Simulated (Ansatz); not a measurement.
Two G0W0 runs on BaTiO3 (R3m).

Symmetry: R3m, No. 160, trigonal system. Conventional cell: a = 5.655 Å, b = 5.655 Å, c = 6.955 Å, α = 90.00°, β = 90.00°, γ = 120.00°. Ba has 12 O at 2.79 to 2.89 Å nearest. Nearest to Ti lie 6 O at 1.87 to 2.14 Å. Nearest to O lie 2 Ti at 1.87 to 2.14 Å and 4 Ba at 2.79 to 2.89 Å. Farther neighbours and most contacts between anions are not listed.

```yaml
crystal:
  lattice:
    - [2.82737, 1.63238, 2.31839]
    - [-2.82737, 1.63238, 2.31839]
    - [0.00000, -3.26476, 2.31839]
  atoms:
    - { symbol: Ba, position: [0.00000, 0.00000, 0.00000] }
    - { symbol: Ti, position: [0.48450, 0.48450, 0.48450] }
    - { symbol: O, position: [0.50860, 0.50860, 0.01750] }
    - { symbol: O, position: [0.01750, 0.50860, 0.50860] }
    - { symbol: O, position: [0.50860, 0.01750, 0.50860] }
```

The cell and positions come from the Crystallography Open Database and are kept as given unless a step says otherwise. Spin-orbit coupling is left out unless a run names it. PAW set soft_2, made with PBE.

The first (Ansatz 0.2.0; start r2SCAN, 4×4×4 mesh, 508 empty bands, screening to 230 eV; 1 × NVIDIA H100 80GB HBM3 (shared by 6 runs) with 3 threads of AMD EPYC 7R13 (Zen 3), shared host) gave, on its mesh: starting gap 2.80 eV, G0W0 gap 4.09 eV, RPA ε∞ (mean) 4.99, 45 s.

The second gave: starting gap 2.35 eV, G0W0 gap 4.14 eV, RPA ε∞ (mean) 5.69, 36 s.

Q: What was changed in the input? Choose among start, files, mesh, bands and cutoff, frequency model or another key.

Changed: start from r2SCAN to LDA. A jump of this size in the start, with ε∞ moving the other way, marks another functional. Other changes could give like numbers; this is the one that was made.

Limits: not at the basis limit; no spin-orbit coupling; coarse k mesh.

[Paths, hosts, dates, memory and timing lines, banners, echoed tables and standing remarks are left out of the program output.]

[Logs are printed without paths, hosts, clocks, repeated set-up lines and the standing remarks that a program may print on its own settings, such as how far it seeks lower states.]

[Runs of the session that timed out or met a known fault of the program may be left out.]

[Cells called generated may have been cut or substituted from an entry of the Crystallography Open Database or the Materials Project.]

[Hosts, paths, dates, database ids (printed as entryN), source tags and the programs' standing remarks are cut or masked in the printed files.]
